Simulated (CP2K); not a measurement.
Two runs for the C K edge of dicyanamide. Run A: CP2K XAS_TDP, all-electron GAPW, PBEh(45%), aug-cc-pVTZ, TDA, no relativity. Run B differs in one setting.

First lines with a strength over 0.0015. A:

```tsv
atom	energy (eV)	states	strength, one atom
C2 (bonded to 2 N), 2 alike	283.16	1	0.0646
	283.57	1	0.0658
	284.67	1	0.0026
	286.85	1	0.0079
	288.17	1	0.0039
```

B:

```tsv
atom	energy (eV)	states	strength, one atom
C2 (bonded to 2 N), 2 alike	283.32	1	0.0675
	283.73	1	0.0674
	286.07	1	0.0037
	287.02	1	0.0071
	288.45	1	0.0027
```

**Question.** Which was it: the functional, GW2X switched on, scalar relativity switched on, the basis?

The basis (basis from aug-cc-pVTZ to pc-2; the lines alone don't name the new value). A basis moves diffuse and continuum lines far more than the leading valence line. Against PBEh(45%) in aug-cc-pVTZ, the leading line moves by +0.16 eV, to 283.32 eV; the strength of C2's goes from 0.0646 to 0.0675.

[Banner, clock and machine lines of the logs are left out without a mark of their own.]

[Logs are printed without paths, hosts, clocks, repeated set-up lines and the standing remarks that a program may print on its own settings, such as how far it seeks lower states.]

[Hosts, paths, dates, database ids (printed as entryN), source tags and the programs' standing remarks are cut or masked in the printed files.]
